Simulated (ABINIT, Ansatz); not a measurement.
Entries from a set of simulations; values are calculated unless marked as measured.

## A GW chain in ABINIT: TiNF (Pmmn)

Symmetry: Pmmn, No. 59, orthorhombic system. Conventional cell: a = 3.062 Å, b = 3.964 Å, c = 7.871 Å, α = 90.00°, β = 90.00°, γ = 90.00°. Nearest to Ti lie 4 N at 2.01 Å and 2 F at 2.04 Å. Nearest to N lie 4 Ti at 2.01 Å. Nearest to F lie 2 Ti at 2.04 Å. Farther neighbours, and contacts between anions beyond the nearest, are not listed.

```
method               : RPA screening on LDA, plane waves, norm-conserving pseudopotentials (and 2 further levels or steps)
program              : ABINIT 10.8.3
settings             : cutoff 38 Ha, PseudoDojo scalar-relativistic 0.4.1 standard, norm-conserving, ngkpt (4, 2, 1), nband 179, ecuteps 6.5 Ha, inclvkb 2, shiftk (0, 0, 0), symchi 1, awtr 1, frequency ppm, 4×2×1 k-mesh
cost                 : 5 runs, 11 min in all on 4 MPI ranks of Arm Neoverse V1, shared host
notes                : The program’s warnings: nkpt*nsppol () is not a multiple of nproc spkpt (). The cell and positions are those that the Materials Project relaxed with its own functionals (PBE, PBE+U or r2SCAN), kept fixed. The 4×2×1 mesh is coarse for this cell, which bears on the long-range parts of exchange and screening.
LDA gap              : 0.65 eV, direct
G0W0 gap on the mesh : 1.75 eV
GW settings          : 4×2×1 mesh, 179 bands, screening to 176.9 eV, Godby-Needs plasmon pole
known limits         : short of the basis limit; coarse k mesh
```

G0W0 moves the gap on the mesh from 0.65 eV to 1.75 eV (+1.10 eV), with Z of 0.74 and 0.75 at the edges. Local fields lower the RPA ε∞ on this mesh from 13.27 to 12.15; a Γ-centred mesh this coarse tends to raise both, most where the direct gap is narrow, while a short band sum lowers them.

[Long decimals in the printed logs are rounded to 6 places.]

[Logs are printed without paths, hosts, clocks, repeated set-up lines and the standing remarks that a program may print on its own settings, such as how far it seeks lower states.]

[Paths, hosts, dates, memory and timing lines, banners, echoed tables and standing remarks are left out of the program output; an Ansatz launch command may be rebuilt from the run's recorded settings. Measured values are a selection of at most five: reports struck by readers or far from the other reports are left out. None is set beside runs whose start may be inverted or whose files or cutoffs have a known fault.]

[Runs of the session that timed out or met a known fault of the program may be left out.]

[Hosts, paths, dates, database ids (printed as entryN), source tags and the programs' standing remarks are cut or masked in the printed files.]

[G0W0 gaps are taken among the corrected bands and points alone; a level outside them can change the order at an edge.]

[Where Ansatz stands beside ABINIT at settings called matched, ABINIT's density can come from a denser mesh and the files from another edition; pairs whose starting gaps differed by over 0.03 eV were left out, so agreement reads better than it is.]
